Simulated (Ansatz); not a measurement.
**Cl on Pt(111): change of the work function**

How does Cl on the fcc site change the work function of Pt(111) as the layer fills?

Main program and level: Ansatz 0.2.0; plane-wave DFT, PBE, Ansatz PAW.

## Step 1: Set-up

The cell holds 4 atoms: 4 Pt. Its edges and angles: a = 2.772 Å, b = 2.772 Å, c = 24.790 Å, α = 90.0°, β = 90.0°, γ = 60.0°. Vacuum lies along c.

## Step 2: The clean slab

The bare slab comes first, as the zero from which every change is counted. The two lowest layers are held at bulk places and the upper ones relax. The dipole correction removes the false field that a one-sided slab makes across the periodic vacuum, so each face gets a flat vacuum level of its own.

input.yaml

```yaml
crystal:
  lattice:
    - [2.7718585823, 0.0, 0.0]
    - [1.3859292911, 2.4004999479, 0.0]
    - [0.0, 0.0, 24.7896391657]
  atoms:
    - { symbol: Pt, position: [0.0, 0.0, 0.3630549013] }
    - { symbol: Pt, position: [0.3333333333, 0.3333333333, 0.4543516338] }
    - { symbol: Pt, position: [0.6666666667, 0.6666666667, 0.5456483662] }
    - { symbol: Pt, position: [0.0, 0.0, 0.6369450987] }
kpoints:
  mp_grid: { grid: [12, 12, 1] }
hamiltonian:
  xc: pbe
scf:
  occupations: { method: fermi_dirac, width: 0.1 }
  convergence: { dr2_threshold: 1.0e-08 }
efield:
  axis: 3
  dipole_correction: true
  ramp_position: 0.97
  ramp_width: 0.06
relax:
  f_tol: 0.02
  max_steps: 60
  constraints: [{ sites: [0, 1] }]
output:
  write_potential: true
  write_density: true
  volumetric_format: npy
```

Command:

```sh
$ ansatz run input.yaml --threads 4 --pin off --max-ram 6144MiB --backend cpu --events-out ev --progress --plain --runs-dir out
```

Numbers of over 12 decimals in the logs are rounded to 6 here.

What it wrote:

```text
Engine: ansatz 0.2.0, aarch64-unknown-linux-gnu
Pseudopotentials: kind: paw
Pseudopotential: Pt, paw, valence charge 18, recommended cutoff 420 eV (normal), Pt.paw.azcp
Functional definition: PBE
  parameter kappa = 0.804
  parameter beta = 0.066725
  exchange = pbe_x(kappa = kappa, mu = beta*pi^2/3)
  correlation = pbe_c(beta = beta)
Crystal: 4 atoms, lattice volume = 164.946 Å³
Basis set: ecut = 420 eV, 3263 PW (Γ), exchange–correlation on 40×40×360 points (8 copies of the dense FFT grid, shifted against one another)
Bands: 44, of which v1, the nominal top of the filled ones, is band 36 counted from 1 (35 counted from 0)
Symmetry: 6 space group operations
k-points: 19 of 144 (time reversal used)
Non-local potential: Pt, projectors of the file, l = 0: 3, l = 1: 2, l = 2: 2, l = 3: 1
PAW form: soft (Blöchl's): semilocal exchange-correlation on the pseudo side does not see the compensation charge
PAW one-centre angular grid: Pt, 590 points (default); XC on 64 Gauss nodes
Initial density: superposition of atomic densities (neutral atoms: chi_scale 0, normalization atom), corrected by the library's trained network
Initial wavefunctions: pseudopotential atomic-orbital guess
Functional: x = pbe(κ = 0.804, μ = 0.219515), c = pbe(β = 0.066725)
SCF iter   1: F=—  HF=-50090.991717 eV  |F-HF|=—  |Δ(HF+E_count)|=         —  Δρ=5.75e-3  dr2=3.09e-1  ethr=1.77e-3  p=-0.000 e·Å  D=-7.16e-15 V/Å  ΔV_dip=0.00 eV  dr2_dipole=3.81e-7  V_vac-E_F(+/−)=5.23/5.23 eV  ⟨swp⟩=8.8  Hψ=3876  notcnv=0  defer=3
efield: sawtooth ramp at fractional position 0.9700 (set: `efield.ramp_position`, or a place that a band, a saddle search or an elastic batch's reference lends), width 0.0600; the density the first Hamiltonian is built on has a dipole p = -0.000 e·Å; the dipole correction subtracts the counter field D = -7.16e-15 V/Å, which shifts the + side's vacuum level by +0.00 eV against the − side's; the planar-averaged density in the ramp window peaks in size at 7.4e-6 e/Å³
preconditioner: auto → LDOS  [metal: Δε(μ)=0.021 eV  Ē_g=7.789 eV  σ=0.100 eV  W_gap=0.05  n_scr=18 (ndim 8)  ℏωp=18.3 eV  f_vac=0.582  D(μ)=6.47/eV (n_scr^D=38)  β→1.0]
SCF iter   2: F=—  HF=-50090.990107 eV  |F-HF|=—  |Δ(HF+E_count)|=   1.61e-3  Δρ=3.29e-3  dr2=3.42e-2  ethr=4.29e-4  p=-0.000 e·Å  D=-9.35e-6 V/Å  ΔV_dip=0.00 eV  dr2_dipole=9.86e-8  V_vac-E_F(+/−)=5.71/5.71 eV  ⟨swp⟩=2.5  Hψ=1067  notcnv=0  defer=17
SCF iter   3: F=—  HF=-50090.987451 eV  |F-HF|=—  |Δ(HF+E_count)|=   2.66e-3  Δρ=1.41e-3  dr2=2.98e-2  ethr=4.75e-5  p=0.000 e·Å  D=7.74e-6 V/Å  ΔV_dip=-0.00 eV  dr2_dipole=2.74e-8  V_vac-E_F(+/−)=5.60/5.60 eV  ⟨swp⟩=2.6  Hψ=1528  notcnv=0  defer=17
SCF iter   4: F=—  HF=-50090.985231 eV  |F-HF|=—  |Δ(HF+E_count)|=   2.22e-3  Δρ=6.04e-4  dr2=1.66e-3  ethr=4.14e-5  p=-0.000 e·Å  D=-5.42e-7 V/Å  ΔV_dip=0.00 eV  dr2_dipole=8.19e-11  V_vac-E_F(+/−)=5.69/5.69 eV  ⟨swp⟩=2.1  Hψ=1183  notcnv=0  defer=17
SCF iter   5: F=—  HF=-50090.985131 eV  |F-HF|=—  |Δ(HF+E_count)|=   9.99e-5  Δρ=2.71e-4  dr2=8.45e-5  ethr=2.30e-6  p=-0.000 e·Å  D=-3.79e-7 V/Å  ΔV_dip=0.00 eV  dr2_dipole=9.28e-10  V_vac-E_F(+/−)=5.68/5.68 eV  ⟨swp⟩=2.7  Hψ=1289  notcnv=0  defer=17
SCF iter   6: F=—  HF=-50090.985171 eV  |F-HF|=—  |Δ(HF+E_count)|=   3.93e-5  Δρ=4.16e-5  dr2=6.87e-6  ethr=1.17e-7  p=-0.000 e·Å  D=-3.54e-7 V/Å  ΔV_dip=0.00 eV  dr2_dipole=4.43e-10  V_vac-E_F(+/−)=5.66/5.66 eV  ⟨swp⟩=2.3  Hψ=1282  notcnv=0  defer=17
SCF iter   7: F=—  HF=-50090.985173 eV  |F-HF|=—  |Δ(HF+E_count)|=   2.44e-6  Δρ=1.19e-5  dr2=1.39e-7  ethr=9.55e-9  p=-0.000 e·Å  D=-4.82e-8 V/Å  ΔV_dip=0.00 eV  dr2_dipole=7.88e-11  V_vac-E_F(+/−)=5.66/5.66 eV  ⟨swp⟩=2.1  Hψ=1241  notcnv=0  defer=15
SCF iter   8: F=-50090.985173 eV  HF=-50090.985173 eV  |F-HF|=5.50e-8  |Δ(HF+E_count)|=   2.84e-7  Δρ=3.95e-6  dr2=8.82e-9  ethr=1.39e-11  p=-0.000 e·Å  D=-4.02e-9 V/Å  ΔV_dip=0.00 eV  dr2_dipole=1.66e-11  V_vac-E_F(+/−)=5.66/5.66 eV  ⟨swp⟩=8.5  Hψ=6833  notcnv=0
SCF 1 converged in 8 iterations: F = -50090.985173 eV  dr2 = 8.82e-9
  greatest PAW one-centre occupation: 1.000 electrons in one spin orbital (limit 2), on the Pt atom at site 2 (counted from 0), in its partial waves of l = 0
relax step   1: F+E_penalty+E_count = -50090.98517332 eV  Δ(F+E_penalty+E_count) = +0.000e0 eV  max|allowed force component| = 4.882e-1 eV/Å  Δτ_max = 0.0000 Å  (8 SCF iters, accepted)
Initial density: handed on by an earlier stage of this run
Initial wavefunctions: those handed on with the density
iter 1 solved again at ethr=6.41e-4 eV; its pass at ethr=3.10e-3 eV (dr2=4.62e-1 eV) is discarded
SCF iter   1: F=—  HF=-50091.029102 eV  |F-HF|=—  |Δ(HF+E_count)|=         —  Δρ=1.16e-2  dr2=4.80e-1  ethr=6.41e-4  p=0.000 e·Å  D=2.66e-7 V/Å  ΔV_dip=-0.00 eV  dr2_dipole=1.45e-1  V_vac-E_F(+/−)=5.71/5.71 eV  ⟨swp⟩=1.3  Hψ=3370  notcnv=0  defer=8
efield: sawtooth ramp at fractional position 0.9700 (set: `efield.ramp_position`, or a place that a band, a saddle search or an elastic batch's reference lends), width 0.0600; the density the first Hamiltonian is built on has a dipole p = 0.000 e·Å; the dipole correction subtracts the counter field D = 2.66e-7 V/Å, which shifts the + side's vacuum level by -0.00 eV against the − side's; the planar-averaged density in the ramp window peaks in size at 3.0e-6 e/Å³
preconditioner: auto → LDOS  [metal: Δε(μ)=0.019 eV  Ē_g=7.721 eV  σ=0.100 eV  W_gap=0.05  n_scr=18 (ndim 8)  ℏωp=18.3 eV  f_vac=0.575  D(μ)=6.64/eV (n_scr^D=50)  β→1.0]
SCF iter   2: F=—  HF=-50091.023855 eV  |F-HF|=—  |Δ(HF+E_count)|=   5.25e-3  Δρ=5.67e-3  dr2=1.45e-1  ethr=6.41e-4  p=0.004 e·Å  D=4.87e-3 V/Å  ΔV_dip=-0.12 eV  dr2_dipole=2.41e-2  V_vac-E_F(+/−)=5.55/5.67 eV  ⟨swp⟩=2.2  Hψ=1413  notcnv=0  defer=8
SCF iter   3: F=—  HF=-50091.004025 eV  |F-HF|=—  |Δ(HF+E_count)|=   1.98e-2  Δρ=2.86e-3  dr2=4.20e-2  ethr=2.02e-4  p=-0.007 e·Å  D=-7.20e-3 V/Å  ΔV_dip=0.18 eV  dr2_dipole=8.42e-5  V_vac-E_F(+/−)=5.86/5.68 eV  ⟨swp⟩=2.5  Hψ=1442  notcnv=0  defer=8
SCF iter   4: F=—  HF=-50090.997106 eV  |F-HF|=—  |Δ(HF+E_count)|=   6.92e-3  Δρ=9.64e-4  dr2=2.01e-3  ethr=5.84e-5  p=-0.003 e·Å  D=-3.38e-3 V/Å  ΔV_dip=0.08 eV  dr2_dipole=4.64e-5  V_vac-E_F(+/−)=5.76/5.68 eV  ⟨swp⟩=2.2  Hψ=1278  notcnv=0  defer=9
SCF iter   5: F=—  HF=-50090.996569 eV  |F-HF|=—  |Δ(HF+E_count)|=   5.37e-4  Δρ=2.91e-4  dr2=3.62e-4  ethr=2.79e-6  p=-0.003 e·Å  D=-2.80e-3 V/Å  ΔV_dip=0.07 eV  dr2_dipole=2.93e-5  V_vac-E_F(+/−)=5.74/5.68 eV  ⟨swp⟩=2.4  Hψ=1502  notcnv=0  defer=14
[...]
SCF iter   5: F=—  HF=-50091.007549 eV  |F-HF|=—  |Δ(HF+E_count)|=   1.10e-4  Δρ=1.80e-4  dr2=2.14e-4  ethr=1.16e-6  p=-0.001 e·Å  D=-7.97e-4 V/Å  ΔV_dip=0.02 eV  dr2_dipole=3.83e-6  V_vac-E_F(+/−)=5.69/5.67 eV  ⟨swp⟩=3.1  Hψ=1402  notcnv=0  defer=18
SCF iter   6: F=—  HF=-50091.007549 eV  |F-HF|=—  |Δ(HF+E_count)|=   5.92e-7  Δρ=9.20e-5  dr2=5.87e-5  ethr=2.97e-7  p=-0.001 e·Å  D=-1.00e-3 V/Å  ΔV_dip=0.02 eV  dr2_dipole=6.29e-8  V_vac-E_F(+/−)=5.70/5.67 eV  ⟨swp⟩=1.1  Hψ=836  notcnv=0  defer=18
SCF iter   7: F=—  HF=-50091.007553 eV  |F-HF|=—  |Δ(HF+E_count)|=   3.98e-6  Δρ=3.49e-5  dr2=1.06e-5  ethr=8.15e-8  p=-0.001 e·Å  D=-1.10e-3 V/Å  ΔV_dip=0.03 eV  dr2_dipole=8.91e-8  V_vac-E_F(+/−)=5.70/5.67 eV  ⟨swp⟩=1.2  Hψ=849  notcnv=0  defer=18
SCF iter   8: F=—  HF=-50091.007553 eV  |F-HF|=—  |Δ(HF+E_count)|=  6.48e-10  Δρ=1.21e-5  dr2=9.30e-7  ethr=1.47e-8  p=-0.001 e·Å  D=-1.07e-3 V/Å  ΔV_dip=0.03 eV  dr2_dipole=4.14e-9  V_vac-E_F(+/−)=5.70/5.67 eV  ⟨swp⟩=1.3  Hψ=862  notcnv=0  defer=18
SCF iter   9: F=—  HF=-50091.007565 eV  |F-HF|=—  |Δ(HF+E_count)|=   1.21e-5  Δρ=4.45e-6  dr2=4.81e-8  ethr=1.29e-9  p=-0.001 e·Å  D=-1.05e-3 V/Å  ΔV_dip=0.03 eV  dr2_dipole=1.78e-11  V_vac-E_F(+/−)=5.70/5.67 eV  ⟨swp⟩=2.0  Hψ=1206  notcnv=0  defer=17
SCF iter  10: F=-50091.007565 eV  HF=-50091.007565 eV  |F-HF|=8.45e-9  |Δ(HF+E_count)|=   3.09e-8  Δρ=1.25e-6  dr2=6.43e-9  ethr=1.39e-11  p=-0.001 e·Å  D=-1.05e-3 V/Å  ΔV_dip=0.03 eV  dr2_dipole=6.79e-10  V_vac-E_F(+/−)=5.70/5.67 eV  ⟨swp⟩=10.8  Hψ=6134  notcnv=0
SCF 3 converged in 10 iterations: F = -50091.007565 eV  dr2 = 6.43e-9
relax step   3: F+E_penalty+E_count = -50091.00756550 eV  Δ(F+E_penalty+E_count) = -1.103e-2 eV  max|allowed force component| = 7.115e-2 eV/Å  Δτ_max = 0.0918 Å  (10 SCF iters, accepted)
SCF iter   1: F=—  HF=-50091.008207 eV  |F-HF|=—  |Δ(HF+E_count)|=         —  Δρ=8.74e-4  dr2=5.06e-3  ethr=8.17e-5  p=-0.001 e·Å  D=-1.05e-3 V/Å  ΔV_dip=0.03 eV  dr2_dipole=1.69e-3  V_vac-E_F(+/−)=5.70/5.68 eV  ⟨swp⟩=2.1  Hψ=1462  notcnv=0  defer=18
efield: sawtooth ramp at fractional position 0.9700 (set: `efield.ramp_position`, or a place that a band, a saddle search or an elastic batch's reference lends), width 0.0600; the density the first Hamiltonian is built on has a dipole p = -0.001 e·Å; the dipole correction subtracts the counter field D = -1.05e-3 V/Å, which shifts the + side's vacuum level by +0.03 eV against the − side's; the planar-averaged density in the ramp window peaks in size at 2.0e-6 e/Å³
preconditioner: auto → LDOS  [metal: Δε(μ)=0.023 eV  Ē_g=7.759 eV  σ=0.100 eV  W_gap=0.06  n_scr=18 (ndim 8)  ℏωp=18.3 eV  f_vac=0.578  D(μ)=6.69/eV (n_scr^D=50)  β→1.0]
SCF iter   2: F=—  HF=-50091.008118 eV  |F-HF|=—  |Δ(HF+E_count)|=   8.90e-5  Δρ=3.88e-4  dr2=1.13e-3  ethr=7.03e-6  p=-0.001 e·Å  D=-6.34e-4 V/Å  ΔV_dip=0.02 eV  dr2_dipole=3.13e-4  V_vac-E_F(+/−)=5.69/5.67 eV  ⟨swp⟩=2.1  Hψ=1263  notcnv=0  defer=18
SCF iter   3: F=—  HF=-50091.008031 eV  |F-HF|=—  |Δ(HF+E_count)|=   8.73e-5  Δρ=2.54e-4  dr2=3.19e-4  ethr=1.57e-6  p=-0.002 e·Å  D=-1.78e-3 V/Å  ΔV_dip=0.04 eV  dr2_dipole=1.14e-6  V_vac-E_F(+/−)=5.72/5.67 eV  ⟨swp⟩=2.1  Hψ=1334  notcnv=0  defer=18
SCF iter   4: F=—  HF=-50091.007980 eV  |F-HF|=—  |Δ(HF+E_count)|=   5.11e-5  Δρ=5.52e-5  dr2=1.73e-5  ethr=4.43e-7  p=-0.001 e·Å  D=-1.25e-3 V/Å  ΔV_dip=0.03 eV  dr2_dipole=8.32e-7  V_vac-E_F(+/−)=5.70/5.67 eV  ⟨swp⟩=2.6  Hψ=1384  notcnv=0  defer=18
SCF iter   5: F=—  HF=-50091.007963 eV  |F-HF|=—  |Δ(HF+E_count)|=   1.72e-5  Δρ=2.60e-5  dr2=4.55e-6  ethr=2.40e-8  p=-0.001 e·Å  D=-1.28e-3 V/Å  ΔV_dip=0.03 eV  dr2_dipole=1.21e-7  V_vac-E_F(+/−)=5.70/5.67 eV  ⟨swp⟩=2.7  Hψ=1356  notcnv=0  defer=18
SCF iter   6: F=—  HF=-50091.007983 eV  |F-HF|=—  |Δ(HF+E_count)|=   2.01e-5  Δρ=1.36e-5  dr2=1.33e-6  ethr=6.32e-9  p=-0.001 e·Å  D=-1.27e-3 V/Å  ΔV_dip=0.03 eV  dr2_dipole=2.87e-9  V_vac-E_F(+/−)=5.70/5.67 eV  ⟨swp⟩=1.2  Hψ=826  notcnv=0  defer=18
SCF iter   7: F=—  HF=-50091.007983 eV  |F-HF|=—  |Δ(HF+E_count)|=   1.03e-7  Δρ=5.23e-6  dr2=2.29e-7  ethr=1.84e-9  p=-0.001 e·Å  D=-1.26e-3 V/Å  ΔV_dip=0.03 eV  dr2_dipole=3.63e-9  V_vac-E_F(+/−)=5.70/5.67 eV  ⟨swp⟩=1.2  Hψ=830  notcnv=0  defer=18
SCF iter   8: F=—  HF=-50091.007983 eV  |F-HF|=—  |Δ(HF+E_count)|=   2.14e-8  Δρ=1.98e-6  dr2=1.76e-8  ethr=3.18e-10  p=-0.001 e·Å  D=-1.27e-3 V/Å  ΔV_dip=0.03 eV  dr2_dipole=2.54e-10  V_vac-E_F(+/−)=5.70/5.67 eV  ⟨swp⟩=1.3  Hψ=909  notcnv=0  defer=18
SCF iter   9: F=-50091.007983 eV  HF=-50091.007983 eV  |F-HF|=3.31e-9  |Δ(HF+E_count)|=   1.66e-8  Δρ=5.77e-7  dr2=7.83e-10  ethr=1.39e-11  p=-0.001 e·Å  D=-1.27e-3 V/Å  ΔV_dip=0.03 eV  dr2_dipole=2.51e-12  V_vac-E_F(+/−)=5.70/5.67 eV  ⟨swp⟩=9.9  Hψ=5733  notcnv=0
SCF 4 converged in 9 iterations: F = -50091.007983 eV  dr2 = 7.83e-10
relax step   4: F+E_penalty+E_count = -50091.00798290 eV  Δ(F+E_penalty+E_count) = -4.174e-4 eV  max|allowed force component| = 3.489e-4 eV/Å  Δτ_max = 0.0131 Å  (9 SCF iters, accepted)
NSCF: frozen V_eff on 19 k-points
the band table was solved once a step of the walk had ended and its energy, with any forces and stress, was formed, with the checks that follow a solve (4587 applications of the Hamiltonian). They found nothing against the state; the energy, forces and stress were not computed again (output.eigenvalues in the input reference)
SCF converged after 9 iterations
Free energy (F): -50091.007983 eV
Harris-Foulkes:  -50091.007983 eV  (|F-HF|=3.31e-9)
Internal energy: -50090.790083 eV  (E = F + TS)
E sigma→0 (E₀):  -50090.899033 eV
Entropy (-TS):   -0.217900 eV (-54.475 meV/atom)
Fermi energy:    4.900471 eV
Dipole field:    D = -0.001268 V/Å  (p = -0.001156 e·Å, saw-weighted, corrected)
Work function:   Φ+ = 5.7030 eV   Φ− = 5.6716 eV
Levels:          The Fermi level and band energies are counted from a zero that moves with the ramp; work functions are not
--- Per-component energies (eV) ---
  E_band       = -1818.910559
  E_kinetic    = 2546.761399
  E_local      = -123966.042102  (includes V_loc(G=0)·N_el)
  E_nonlocal   = 800.189997
  E_hartree    = 60581.100929
  E_xc         = -1044.614578
  E_vxc        = -1207.827317  (∫ρ·V_xc dr)
  E_paw        = -37816.082999  (= ΣΔE_a)
  E_vpaw       = -1154.195294  (= ΣTr[D̂ρ^β])
  E_aug_tail   = 0.000812  (compensation charges beyond the density's cutoff)
  E_efield     = 0.000001  (sawtooth field / dipole correction)
  E_vefield    = 0.003640  (∫n·V_field dr)
  E_ewald      = 48807.896459
  E_smearing   = -0.217900  (= −TS)
  E_closure    = -0.000000  (closes the sum)
  Σ components = -50091.007983   (vs F -50091.007983, Δ=0.00e0)
--- Forces (eV/Å), atoms counted from 1 ---
  atom   1  Pt    -0.00000000    -0.00000000    -0.48014122
  atom   2  Pt     0.00000000    -0.00000000     0.47992545
  atom   3  Pt    -0.00000000    -0.00000000     0.00034885
  atom   4  Pt    -0.00000000     0.00000000    -0.00014217
  max |Σ_I F_I| component: 9.09e-6 eV/Å
--- Band table (eV; the first three rows and the last of 19) ---
  k-point 0: bands = [... 32 lower, 3.3721, 3.7295, 3.7295, 4.4538, 4.4538, 4.4677, 4.8736, 4.8736, ... 4 higher]
  k-point 1: bands = [... 32 lower, 3.2564, 3.5694, 3.7370, 3.8498, 4.2372, 4.4477, 4.8839, 5.4119, ... 4 higher]
  k-point 2: bands = [... 32 lower, 3.0456, 3.1540, 3.4980, 3.7132, 4.4250, 4.6025, 4.9064, 6.3631, ... 4 higher]
  k-point 18: bands = [... 32 lower, 4.2535, 4.5924, 4.6084, 4.6216, 9.8513, 9.8824, 9.8903, 10.6257, ... 4 higher]
--- Relaxed structure (4 steps of the walk, 4 accepted, 0 SCFs on fresh bases) ---
  F+E_penalty+E_count = -50091.00798290 eV   max|allowed force component| = 3.489e-4 eV/Å
  atoms:
    - { symbol: Pt, position: [0.0, 0.0, 0.363055] }
    - { symbol: Pt, position: [0.333333, 0.333333, 0.454352] }
    - { symbol: Pt, position: [0.666667, 0.666667, 0.547405] }
    - { symbol: Pt, position: [1.7860744536953496e-18, -8.930372268476717e-19, 0.641619] }
```

The job ended after 14 s (4 threads of Arm Neoverse V2, shared host; peak memory 0.48 GiB).

Step by step:

| step | energy less that of the first step (eV) | largest force component (eV/Å) |
| --- | --- | --- |
| 1 | 0.0000 | 0.4882 |
| 2 | -0.0114 | 0.3306 |
| 3 | -0.0224 | 0.0711 |
| 4 | -0.0228 | 0.0003 |

The run keeps the 6 symmetry operations that it works with, so distortions that break them were not tested.

The atoms that moved most (Å):

| atom | dx | dy | dz | length |
| --- | --- | --- | --- | --- |
| Pt4 | 0.000 | 0.000 | 0.116 | 0.116 |
| Pt3 | 0.000 | 0.000 | 0.044 | 0.044 |

Numbers from this step:

```yaml
energy_at_zero_smearing: -50090.8990 eV
work_function_upper_face: 5.703 eV
work_function_lower_face: 5.672 eV
dipole_along_the_normal: -0.001156 e·Å
step_between_the_vacuum_levels: 0.03143 eV
```

Running mean over 2.263 Å of the planar mean; the ramp of the sawtooth is left out. Table of electron's electrostatic potential energy less the Fermi level by z:

| z (Å) | electron's electrostatic potential energy less the Fermi level (eV) |
| --- | --- |
| 4 | 5.67 |
| 5 | 5.67 |
| 6 | 5.61 |
| 7 | 4.60 |
| 8 | -4.97 |
| 9 | -11.6 |
| 10 | -12.1 |
| 11 | -12.2 |
| 12 | -11.8 |
| 13 | -11.9 |
| 14 | -11.8 |
| 15 | -11.2 |
| 16 | -11.3 |
| 17 | -3.69 |
| 18 | 4.90 |
| 19 | 5.66 |
| 20 | 5.70 |
| 21 | 5.70 |

The relaxation took 4 steps and lowered the energy by 0.023 eV; the largest force on the free atoms ends at 3.5e-4 eV/Å.

The work function of the upper face is 5.70 eV.

(Continued in part 2 of 3.)

[Logs are printed without paths, hosts, clocks, repeated set-up lines and the standing remarks that a program may print on its own settings, such as how far it seeks lower states.]

[Hosts, paths, dates, database ids (printed as entryN), source tags and the programs' standing remarks are cut or masked in the printed files.]

[Maps of the electrostatic potential energy from Ansatz leave out the sawtooth potential of an applied field or a dipole correction, so their vacuum need not be flat; planar profiles and work functions include it.]
